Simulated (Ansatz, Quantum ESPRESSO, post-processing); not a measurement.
# Conductance against width: vacuum gaps between two Na(100) faces, part 5 of 5

How fast does transmission decay with width? The series: vacuum gaps between two Na(100) faces.

Quantum ESPRESSO 7.5; plane-wave DFT, PBE, GBRV ultrasoft pseudopotentials; cross-check by Ansatz 0.2.0 with PAW datasets.

So far. Step 12 (Transmission with pwcond.x, 8 Å): T goes from 0.0338 to 0.00830, a factor of 4.1. Step 13 (The same in Ansatz, 8 Å): Ansatz finds T = 0.00801 against pwcond's 0.00830.

## 15. Transmission with pwcond.x, 9 Å

Level of this step: transmission by pwcond, lead and junction from one cell; plane-wave DFT, PBE, GBRV ultrasoft pseudopotentials (Quantum ESPRESSO).

The input, j4.cond.in:

```
&inputcond
  outdir = './out'
  prefixt = 'j4.scf'
  tran_file = 'j4.cond.dat'
  bdl = 1.0000000000
  bds = 9.6428571429
  ikind = 1
  ewind = 4.0
  epsproj = 1e-05
  nz1 = 7
  energy0 = 0.4
  denergy = -0.4
/
15
  0.00000000 0.00000000 0.01562500
  0.00000000 0.12500000 0.06250000
  0.00000000 0.25000000 0.06250000
  0.00000000 0.37500000 0.06250000
  0.00000000 0.50000000 0.03125000
  0.12500000 0.12500000 0.06250000
  0.12500000 0.25000000 0.12500000
  0.12500000 0.37500000 0.12500000
  0.12500000 0.50000000 0.06250000
  0.25000000 0.25000000 0.06250000
  0.25000000 0.37500000 0.12500000
  0.25000000 0.50000000 0.06250000
  0.37500000 0.37500000 0.06250000
  0.37500000 0.50000000 0.06250000
  0.50000000 0.50000000 0.01562500
3
```

Run with:

```
> OMP_NUM_THREADS=1 mpirun -n 4 pwcond.x -in j4.cond.in > j4.cond.out
```

The log of the run:

```text
[banner, memory and clock lines left out]
Program PWCOND v.7.5 starts

     ./out/j4.scf.save/

     IMPORTANT: XC functional enforced from input :
     Exchange-correlation= PBE
                           (   1   4   3   4   0   0   0)
     Any further DFT definition will be discarded
     Please, verify this is what you really want

     Reading collected, re-writing distributed wavefunctions

===== INPUT FILE containing all the regions =====

     GEOMETRY:

     lattice parameter (alat)  =       7.9368  a.u.
     the volume                =    4821.1451 (a.u.)^3
[...]
---  ie =          2  ik =         15
 Nchannels of the left tip =            0
 Right moving states:
   k1(2pi/a)   k2(2pi/a)   E-Ef (eV)
 Left moving states:
   k1(2pi/a)   k2(2pi/a)   E-Ef (eV)

 to transmit
          E-Ef(ev), T =    0.0000000   0.0000000
---  E-Ef =   -0.4000000  k =    0.5000000   0.5000000
---  ie =          3  ik =         15
 Nchannels of the left tip =            0
 Right moving states:
   k1(2pi/a)   k2(2pi/a)   E-Ef (eV)
 Left moving states:
   k1(2pi/a)   k2(2pi/a)   E-Ef (eV)

 to transmit
          E-Ef(ev), T =   -0.4000000   0.0000000
   T_tot     0.40000      0.11026E-01
   T_tot     0.00000      0.39116E-02
   T_tot    -0.40000      0.13273E-02
```

It took 2.9 min on 4 MPI ranks of Arm Neoverse V1, shared host; peak memory 0.6 GiB.

Read from the output:

- transmission at the Fermi level, one spin: 0.001956
- conductance: 0.001956 G₀

Per spin; mean over the k mesh across the current. Table of transmission, zone mean by energy, zero at the Fermi level:

```csv
energy (eV),"transmission, zone mean"
-0.400,6.6e-4
0.000,0.00196
0.400,0.00551
```

T goes from 0.00830 to 0.00196, a factor of 4.2.

## 16. Cross-check with Ansatz, 9 Å

Level of this step: plane-wave DFT, PBE, Ansatz PAW (Ansatz 0.2.0).

The input, input.yaml:

```yaml
crystal:
  lattice:
    - [4.2, 0.0, 0.0]
    - [0.0, 4.2, 0.0]
    - [0.0, 0.0, 40.5]
  atoms:
    - { symbol: Na, position: [0.0, 0.0, 0.0] }
    - { symbol: Na, position: [0.5, 0.5, 0.0518518519] }
    - { symbol: Na, position: [0.0, 0.0, 0.1037037037] }
    - { symbol: Na, position: [0.5, 0.5, 0.1555555556] }
    - { symbol: Na, position: [0.0, 0.0, 0.2074074074] }
    - { symbol: Na, position: [0.5, 0.5, 0.2592592593] }
    - { symbol: Na, position: [0.0, 0.0, 0.3111111111] }
    - { symbol: Na, position: [0.5, 0.5, 0.362962963] }
    - { symbol: Na, position: [0.0, 0.0, 0.5851851852] }
    - { symbol: Na, position: [0.5, 0.5, 0.637037037] }
    - { symbol: Na, position: [0.0, 0.0, 0.6888888889] }
    - { symbol: Na, position: [0.5, 0.5, 0.7407407407] }
    - { symbol: Na, position: [0.0, 0.0, 0.7925925926] }
    - { symbol: Na, position: [0.5, 0.5, 0.8444444444] }
    - { symbol: Na, position: [0.0, 0.0, 0.8962962963] }
    - { symbol: Na, position: [0.5, 0.5, 0.9481481481] }
kpoints:
  mp_grid: { grid: [6, 6, 1] }
hamiltonian:
  xc: pbe
scf:
  occupations: { method: fermi_dirac, width: 0.1 }
  convergence: { dr2_threshold: 1.0e-08 }
output:
  transmission: { leads: [[0, 2]], e_range: [-0.4, 0.4], de: 0.4, kmesh: [8, 8] }
  write_potential: true
  write_density: true
  volumetric_format: npy
```

Run with:

```
> ansatz run input.yaml --threads 4 --pin off --max-ram 8192MiB --backend cpu --events-out ev --progress --plain --runs-dir out
```

The log of the run:

```text
[...]
Crystal: 16 atoms, lattice volume = 714.420 Å³
Basis set: ecut = 420 eV, 13803 PW (Γ)
Bands: 88, of which v1, the nominal top of the filled ones, is band 72 counted from 1 (71 counted from 0)
Symmetry: 16 space group operations
[...]
k-points: 10 of 36
[...]
k-point 9: bands = [... 68 lower, 2.0287, 2.0287, 2.2181, 2.2181, 2.2835, 2.2835, 2.3700, 2.3700, ... 12 higher]
--- Transmission ---
  basis      : 149 plane waves across, 54 finite elements along
  points     : 15, standing for a mesh of 8 x 8
[...]
channels       : 1.078125e0 a spin
[...]
slowest decay  : 0.1328 /Å at (0.5000, 0.3750)
  junction   : crystal 0 to crystal 0, -0.35 to 35.95 Å
    transmission   : 1.857768e-3 a spin
[...]
[key lines of the parts left out:]
SCF converged after 7 iterations
Free energy (F): -23782.342196 eV
Fermi energy:    1.021041 eV
```

Run time: 56 s. Hardware: 4 threads; peak memory 1.7 GiB; 3.4 min of CPU time.

Numbers from this step:

```
free energy                               : -23782.3422 eV
energy at zero smearing                   : -23782.2116 eV
smearing term TS                          : 0.2613 eV
Fermi energy                              : 1.021 eV
transmission at the Fermi level, one spin : 0.001858
```

Per spin; mean over the k mesh across the current. The transmission, zone mean by energy, zero at the Fermi level:

```csv
energy (eV),"transmission, zone mean"
-0.400,6.5e-4
0.000,0.00186
0.400,0.00522
```

Ansatz finds T = 0.00186 against pwcond's 0.00196.

## 17. The series side by side

All levels:

```csv
level,T by pwcond,T by Ansatz,lead channels,CPU time (s)
5 Å,0.3393,0.3356,1.078,920
6 Å,0.1308,0.1302,1.078,978.8
7 Å,0.03384,0.03395,1.078,1030
8 Å,0.008301,0.008008,1.078,1107
9 Å,0.001956,0.001858,1.078,1185
```

## 18. A check by hand

For the narrowest barrier, the Landauer sum over the mesh, Σ w T = 0.1250 × 0.569 + 0.0625 × 0.774 + 0.0625 × 0.73 + … = 0.3393.

G = 0.339 × 77.48 µS = 26.3 µS a cell. Times the area of 17.640 Å², the resistance-area product is A/G = 6.71 fΩ m², the leads' contact resistance included.

Free electrons at 1 an atom (2 atoms in 74.1 Å³) have k_F = 0.928 1/Å and offer A k_F²/4π = 1.21 channels per spin; the lead has 1.08 on this mesh.

κ = ln(T₁/T₂)/(2Δd) = ln(0.008301/0.001956)/(2 × 1 Å) = 0.72 1/Å.

## 19. Results

| Quantity | Value |
| --- | --- |
| conductance a cell at 5 Å | 0.339 G₀ |
| conductance a cell at 6 Å | 0.131 G₀ |
| conductance a cell at 7 Å | 0.0338 G₀ |
| conductance a cell at 8 Å | 0.00830 G₀ |
| conductance a cell at 9 Å | 0.00196 G₀ |
| fall of ln T per Å over the last interval | 1.45 |

**Reading.** The conductance goes from 0.339 G₀ at 5 Å to 0.00196 G₀ at 9 Å (PBE, GBRV ultrasoft). Interval by interval ln T falls by 0.95, 1.35, 1.41 and 1.45 per Å. The last interval gives κ = 0.72 1/Å in T ∝ exp(−2κd), an apparent barrier of (κ/0.512)² = 2.0 eV. Ansatz follows the series within a factor of 1.05. Points with over 2.5 times the mean carry up to 65 % of T, so the means lean on few points, and the mesh was not tested. The geometries are as built, not relaxed, and the leads are short. Semilocal functionals lack the image potential in a vacuum gap.

[Long decimals in the printed logs are rounded to 6 places.]

[Repeated lines of the later SCF iterations (solver, time, negative density, dipole) and banner, clock, host and MPI lines are left out of these logs without a mark at each place.]

[Logs are printed without paths, hosts, clocks, repeated set-up lines and the standing remarks that a program may print on its own settings, such as how far it seeks lower states.]

[Hosts, paths, dates, database ids (printed as entryN), source tags and the programs' standing remarks are cut or masked in the printed files.]

[Maps of the electrostatic potential energy from Ansatz leave out the sawtooth potential of an applied field or a dipole correction, so their vacuum need not be flat; planar profiles and work functions include it.]
